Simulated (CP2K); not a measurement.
Consider formylacetonitrile at its PBE geometry (Å).

```xyz
8

N     2.1993   -0.2074   -1.1729
C     1.3164   -0.2813   -0.4187
C     0.1572   -0.3050    0.4601
C    -1.0073    0.4875   -0.1563
O    -1.6779    1.2672    0.4843
H     0.3944    0.0992    1.4529
H    -0.1810   -1.3479    0.5860
H    -1.2011    0.2877   -1.2355
```

Method: CP2K XAS_TDP, all-electron GAPW, PBEh(45%), aug-cc-pVDZ, TDA, no relativity.

Question: Predict the bright core excitations at the O K edge.

Leading lines: O5 526.38 eV. The leading line of an atom is its first one with 35 % of the strongest within 2.5 eV of its lowest line over the strength cut. 

The first six lines of each atom with a strength over 0.0015:

```
            atom  energy (eV)  states  strength, one atom
O5 (bonded to C)       526.38       1              0.0476
                       532.87       1              0.0046
                       533.22       1              0.0026
                       534.56       1              0.0038
                       534.96       1              0.0017
                       535.09       1              0.0018
```

Lines are vertical, at one geometry, with no vibrational structure. Without a correction of the core level, line positions, and the gaps between valence and Rydberg lines, follow the share of exact exchange. At this level such K lines come out 3 to 6 eV under measured ones. These values hold no scalar relativity, about 0.4 eV for O 1s. Rydberg lines, and the discretised continuum above threshold, depend on the basis and the box.

[Banner, clock and machine lines of the logs are left out without a mark of their own.]

[Logs are printed without paths, hosts, clocks, repeated set-up lines and the standing remarks that a program may print on its own settings, such as how far it seeks lower states.]

[Hosts, paths, dates, database ids (printed as entryN), source tags and the programs' standing remarks are cut or masked in the printed files.]
